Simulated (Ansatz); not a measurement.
**Twisted InSe bilayer, 38.21° (56 atoms): a short ab initio trajectory**

Wanted: a short trajectory of twisted InSe bilayer, 38.21° (56 atoms) with its pair distributions.

Program: Ansatz 0.2.0. Level of theory: Kohn-Sham DFT, PBE+D3(BJ), PAW (set soft_2, large core), plane waves. Results are calculated unless marked as measured.

### 1. The starting structure

The cell holds 56 atoms: 28 In and 28 Se. Its edges and angles: a = 10.583 Å, b = 10.583 Å, c = 25.910 Å, α = 90.0°, β = 90.0°, γ = 120.0°. It derives from InSe. InSe (a = 4.0 Å) under InSe (a = 4.0 Å), bilayer, commensurate cell of 7 unit cells a layer, twist 38.21 deg; facing planes 3.23 Å apart; 12 Å of vacuum; layers as built, displaced by a Gaussian of 0.01 Å. Regions: layer 1, 28 atoms (14 In and 14 Se); layer 2, 28 atoms (14 In and 14 Se). Vacuum lies along c.

Before any run, some limits are plain. Only the Γ point is sampled, in a cell whose shortest periodic width is 9 Å.

### 2. Single point at the start

A single point comes first, to see the forces before anything moves.

File input.yaml:

```yaml
crystal:
  lattice:
    - [10.583, 0.0, 0.0]
    - [-5.2915, 9.16515, 0.0]
    - [0.0, 0.0, 25.91]
  atoms:
    - { symbol: In, position: [0.19081, 0.23687, 0.38868] }
    - { symbol: In, position: [0.19204, 0.24019, 0.28069] }
    - { symbol: Se, position: [0.23717, 0.04775, 0.43798] }
    - { symbol: Se, position: [0.23976, 0.04781, 0.23192] }
    [... 46 atom lines left out ...]
    - { symbol: Se, position: [0.80907, 0.04693, 0.76892] }
    - { symbol: Se, position: [0.80849, 0.04717, 0.56263] }
    - { symbol: In, position: [0.90546, 0.52503, 0.71905] }
    - { symbol: In, position: [0.9026, 0.52202, 0.61132] }
    - { symbol: Se, position: [0.95369, 0.76167, 0.76858] }
    - { symbol: Se, position: [0.95216, 0.76209, 0.5623] }
kpoints:
  mp_grid: { grid: [1, 1, 1] }
hamiltonian:
  xc: pbe
  dispersion: d3bj
  pseudopotentials: { kind: paw, core: large }
scf:
  occupations: { method: gaussian, width: 0.025 }
output:
  forces: true
```

On the command line:

```
> ansatz run input.yaml --threads 4 --pin off --max-ram 8192MiB --backend cpu --events-out ev --progress --plain --runs-dir out
```

Elapsed: 23 s, on 4 threads of Arm Neoverse V2, shared host; peak memory 2.5 GiB.

The program notes that potentials were chosen by core size.

Read from the output:

```yaml
free_energy: -228971.9862 eV
free_energy_per_atom: -4088.7855 eV/atom
scf_cycles: 12
r_m_s_force_component: 0.1893 eV/Å
longest_force: 0.5663 eV/Å
fermi_energy: 2.442 eV
```

The r.m.s. force component of 0.19 eV/Å sets the starting point.

Length of the force by element:

```
element  coordination  atoms  mean length of the force (eV/Å)  spread  least   most
     In           all     28                            0.334   0.112  0.140  0.566
     Se           all     28                            0.292  0.0786  0.153  0.454
```

### 3. Dynamics at 400 K

A Langevin thermostat couples each atom to a heat bath, at the price of damped dynamics. The time step is 2.0 fs.

Changes to input.yaml since step 2:

```diff
@@ -17 +17,8 @@
   forces: true
+md:
+  timestep: 2.0
+  n_steps: 130
+  ensemble: nvt_langevin
+  temperature: 400
+  initial_velocities: maxwell_boltzmann
+  seed: 9837
```

It took 32 min on 4 threads; peak memory 2.7 GiB; 2.1 h of CPU time.

The program notes that it switched symmetry off.

Rows from the run:

```csv
time (fs),T (K),potential (meV/atom)
0.0,393,0.0
18.0,406,10.2
34.0,340,28.1
52.0,278,39.8
70.0,358,39.1
86.0,361,39.3
104.0,353,40.4
122.0,405,43.0
138.0,375,45.4
156.0,386,48.0
174.0,384,53.0
190.0,352,56.2
208.0,351,57.0
226.0,341,57.6
242.0,401,55.3
260.0,476,53.7
```

Mean square displacement from the first frame to the last: In 0.065 Å², Se 0.071 Å².

The mean square displacement by time lag:

```csv
time lag (fs),In (Å²),Se (Å²)
2.0,3.0e-5,4.7e-5
6.0,2.7e-4,4.2e-4
12.0,0.00105,0.00162
18.0,0.00230,0.00350
28.0,0.00526,0.00782
34.0,0.00747,0.0109
38.0,0.00910,0.0131
44.0,0.0117,0.0165
50.0,0.0145,0.0199
54.0,0.0164,0.0222
60.0,0.0194,0.0256
70.0,0.0244,0.0308
76.0,0.0274,0.0337
82.0,0.0302,0.0364
86.0,0.0321,0.0381
92.0,0.0347,0.0404
98.0,0.0372,0.0425
102.0,0.0388,0.0437
114.0,0.0433,0.0471
118.0,0.0446,0.0481
124.0,0.0465,0.0496
130.0,0.0483,0.0510
```

Over the second half of 260 fs the temperature averages 379 K with swings of 34 K r.m.s. From first frame to last Se has the largest mean square displacement, 0.071 Å² at the end; the farthest move is 0.51 Å. The run spans 0.26 ps, too short for its means to be equilibrium values.

### 4. Distances and neighbours late in the run

The g(r) is a mean over the second half.

Mean of 15 frames; normalised to the volume that the atoms fill. g(r), total and by pair (bins of 0.1 Å):

```
r (Å)  total  In-In  In-Se  Se-Se
 2.35   0.00   0.00   0.00   0.00
 2.45   0.16   0.00   0.32   0.00
 2.55   1.83   0.03   3.64   0.00
 2.65   4.27   0.30   8.38   0.00
 2.75   3.35   2.11   5.64   0.00
 2.85   0.96   2.14   0.85   0.00
 2.95   0.26   0.74   0.15   0.00
 3.05   0.08   0.30   0.00   0.00
 3.15   0.03   0.00   0.00   0.11
 3.25   0.04   0.00   0.00   0.14
 3.35   0.12   0.00   0.00   0.49
 3.45   0.11   0.00   0.00   0.43
 3.55   0.23   0.39   0.00   0.55
 3.65   0.29   0.71   0.00   0.46
 3.75   0.78   1.50   0.00   1.61
 3.85   1.53   2.55   0.00   3.58
 3.95   1.60   2.82   0.00   3.57
 4.05   2.06   3.59   0.00   4.65
 4.15   1.56   3.20   0.07   2.91
 4.25   0.79   1.56   0.11   1.36
 4.35   0.41   0.47   0.28   0.60
 4.45   0.55   0.46   0.69   0.34
 4.55   0.95   0.78   1.40   0.23
 4.65   1.57   1.19   2.54   0.00
 4.75   1.94   2.18   2.76   0.06
 4.85   1.76   1.99   2.46   0.12
 4.95   1.33   1.86   1.66   0.13
 5.05   0.73   0.98   0.87   0.22
 5.15   0.68   1.03   0.55   0.57
 5.25   0.46   0.54   0.34   0.60
 5.35   0.27   0.15   0.21   0.53
 5.45   0.20   0.14   0.13   0.41
 5.55   0.20   0.19   0.12   0.38
 5.65   0.23   0.20   0.16   0.39
 5.75   0.22   0.06   0.34   0.14
 5.85   0.32   0.06   0.54   0.13
 5.95   0.61   0.07   1.12   0.11
 6.05   0.79   0.11   1.45   0.15
 6.15   1.08   0.10   1.99   0.25
 6.25   1.28   0.23   2.19   0.51
 6.35   1.09   0.11   1.97   0.32
 6.45   1.06   0.24   1.63   0.71
 6.55   0.62   0.34   0.62   0.92
 6.65   0.66   0.58   0.38   1.30
```

### 5. Single point at the last frame

The last frame is solved once more, with the analyses that the dynamics left out.

File input.yaml:

```yaml
crystal:
  lattice:
    - [10.583, 0.0, 0.0]
    - [-5.2915, 9.16515, 0.0]
    - [0.0, 0.0, 25.91]
  atoms:
    - { symbol: In, position: [0.20055, 0.24257, 0.38872] }
    - { symbol: In, position: [0.19318, 0.26369, 0.2802] }
    - { symbol: Se, position: [0.22793, 0.03695, 0.45545] }
    - { symbol: Se, position: [0.25195, 0.06779, 0.23072] }
    [... 46 atom lines left out ...]
    - { symbol: Se, position: [0.80254, 0.05893, 0.7811] }
    - { symbol: Se, position: [0.78388, 0.02833, 0.56115] }
    - { symbol: In, position: [0.90699, 0.53504, 0.71337] }
    - { symbol: In, position: [0.93575, 0.51527, 0.59812] }
    - { symbol: Se, position: [0.94904, 0.78672, 0.76948] }
    - { symbol: Se, position: [0.96249, 0.77136, 0.56483] }
kpoints:
  mp_grid: { grid: [1, 1, 1] }
hamiltonian:
  xc: pbe
  dispersion: d3bj
  pseudopotentials: { kind: paw, core: large }
scf:
  occupations: { method: gaussian, width: 0.025 }
output:
  forces: true
  populations: intrinsic
  dos:
    method: { smearing: { sigma: 0.1 } }
    de: 0.1
    projected:
      site_lists:
        In: [In]
        Se: [Se]
        layer_1: [0, 1, 2, 3, 4, 5, 6, 7, 8, 9, 10, 11, 12, 13, 14, 15, 16, 17, 18, 19, 20, 21, 22, 23, 24, 25, 26, 27]
        layer_2: [28, 29, 30, 31, 32, 33, 34, 35, 36, 37, 38, 39, 40, 41, 42, 43, 44, 45, 46, 47, 48, 49, 50, 51, 52, 53, 54, 55]
  eigenvalues: true
  write_density: true
  write_potential: true
  volumetric_format: npy
  elf: true
```

Wall time 42 s (4 threads); peak memory 2.6 GiB.

The program notes that the exchange-correlation potential is rough where the density is thin.

Numbers from this run:

| Item | Value |
| --- | --- |
| free energy | -228968.9804 eV |
| free energy per atom | -4088.7318 eV/atom |
| SCF cycles | 13 |
| r.m.s. force component | 0.4781 eV/Å |
| longest force | 1.678 eV/Å |
| Fermi energy | 2.361 eV |
| gap (highest filled to lowest empty level) | 1.029 eV |
| potential in mid-vacuum, over the Fermi level | 5.123 eV |
| potential 4.5 Å over the upper face | 5.135 eV |
| potential 4.5 Å under the lower face | 5.11 eV |

Length of the force by element:

| element | coordination | atoms | mean length of the force (eV/Å) | spread | least | most |
| --- | --- | --- | --- | --- | --- | --- |
| In | all | 28 | 0.722 | 0.313 | 0.273 | 1.60 |
| Se | all | 28 | 0.812 | 0.303 | 0.332 | 1.68 |

Intrinsic-atomic-orbital charges by element:

```csv
element,coordination,atoms,mean charge (e),spread,least,most
In,all,28,0.229,0.0242,0.183,0.276
Se,all,28,-0.229,0.0199,-0.265,-0.189
```

By region:

```csv
region,atoms,mean length of the force (eV/Å),net charge (e)
layer 1,28,0.751,-0.02
layer 2,28,0.783,0.02
```

States in the cell by windows of 1 eV, zero at the Fermi level; the larger projections on atomic orbitals stand beside the total:

| from (eV) | to (eV) | total | Se p | layer 1 | layer 2 | In p | In s | Se s |
| --- | --- | --- | --- | --- | --- | --- | --- | --- |
| -14 | -13 | 8.0 | 0.1 | 4.0 | 4.0 | 0.9 | 1.3 | 5.0 |
| -13 | -12 | 44.1 | 0.4 | 21.4 | 22.6 | 6.8 | 1.6 | 29.5 |
| -12 | -11 | 4.2 | 0.0 | 2.7 | 1.5 | 0.6 | 0.1 | 3.1 |
| -11 | -7 | 0.0 | 0.0 | 0.0 | 0.0 | 0.0 | 0.0 | 0.0 |
| -7 | -6 | 16.6 | 4.8 | 8.5 | 8.1 | 2.1 | 8.4 | 1.1 |
| -6 | -5 | 27.6 | 12.0 | 13.5 | 13.9 | 2.6 | 11.2 | 1.5 |
| -5 | -4 | 9.8 | 5.2 | 4.8 | 5.0 | 0.9 | 3.1 | 0.5 |
| -4 | -3 | 27.5 | 17.4 | 14.0 | 13.3 | 8.0 | 1.3 | 0.6 |
| -3 | -2 | 63.1 | 47.3 | 30.9 | 31.8 | 12.8 | 1.6 | 0.6 |
| -2 | -1 | 38.3 | 28.1 | 19.4 | 18.5 | 7.1 | 2.1 | 0.4 |
| -1 | 0 | 13.0 | 9.4 | 6.3 | 6.6 | 2.3 | 0.9 | 0.2 |
| 0 | 1 | 2.1 | 0.7 | 1.0 | 1.0 | 0.3 | 0.7 | 0.3 |
| 1 | 2 | 26.5 | 9.2 | 12.2 | 13.3 | 7.2 | 8.0 | 1.1 |
| 2 | 3 | 27.5 | 8.5 | 13.6 | 12.5 | 9.2 | 7.0 | 1.3 |
| 3 | 4 | 33.7 | 5.7 | 15.8 | 13.8 | 21.4 | 1.2 | 1.3 |

Between -16 and -14 eV lie 280 more states.

The levels nearest the highest filled one (over half full), pooled over k-points and spins:

| level less the highest filled one (eV) | occupation |
| --- | --- |
| -0.517 | 2 |
| -0.465 | 2 |
| -0.411 | 2 |
| -0.356 | 2 |
| -0.253 | 2 |
| 0 | 2 |
| 1.03 | 0 |
| 1.60 | 0 |
| 1.82 | 0 |
| 1.92 | 0 |
| 2.01 | 0 |
| 2.04 | 0 |

Planar average of the electrostatic potential energy along the normal, with the Fermi level as zero, after a running mean with a triangular window 4 Å wide at its base:

```csv
height (Å),potential energy (eV)
0.0,5.12
0.7,5.11
1.4,5.11
2.2,5.09
2.9,5.03
3.7,4.34
4.5,2.29
5.2,-1.07
5.9,-4.60
6.6,-6.00
7.3,-4.98
8.1,-2.88
8.8,-2.08
9.5,-3.33
10.4,-5.50
11.1,-5.46
11.8,-3.15
12.5,-0.59
13.2,-0.32
14.0,-2.54
14.7,-5.29
15.4,-5.85
16.3,-3.84
17.0,-2.15
17.7,-2.44
18.4,-4.40
19.1,-5.80
19.9,-5.00
20.6,-1.85
21.3,1.66
22.0,4.04
22.9,5.04
23.6,5.13
24.3,5.14
25.0,5.13
25.8,5.12
```

Mean intrinsic-atomic-orbital charges: In +0.23, Se -0.23 e. Charges this small depend on the projection, at times even in sign. The potential stands 5.65 eV above the highest filled level over the upper face and 5.62 eV under the lower one, a reading of the ionisation potential at this level on the run's k-points, but a rough one: there is no dipole correction, and the values are taken inside the vacuum, not at the faces.

### 6. Outcome

| Property | Result |
| --- | --- |
| mean temperature, second half | 379.4 K |
| temperature swing, second half | 34.41 K |
| free energy per atom | -4088.7318 eV/atom |
| r.m.s. force component | 0.4781 eV/Å |
| gap (highest filled to lowest empty level) | 1.029 eV |
| potential in mid-vacuum, over the Fermi level | 5.123 eV |
| wall time of the 3 DFT runs | 33 min |

Over the second half of 260 fs the temperature averages 379 K with swings of 34 K r.m.s. The run spans 0.26 ps, too short for its means to be equilibrium values. Between filled and empty levels lie 1.03 eV at Γ alone; the mesh holds the band edges only if they fold onto it, so the gap at this level can be narrower or closed, while semilocal functionals tend to narrow gaps against experiment. The potential stands 5.65 eV above the highest filled level over the upper face and 5.62 eV under the lower one, a reading of the ionisation potential at this level on the run's k-points, but a rough one: there is no dipole correction, and the values are taken inside the vacuum, not at the faces.

[Logs are printed without paths, hosts, clocks, repeated set-up lines and the standing remarks that a program may print on its own settings, such as how far it seeks lower states.]

[Hosts, paths, dates, database ids (printed as entryN), source tags and the programs' standing remarks are cut or masked in the printed files.]
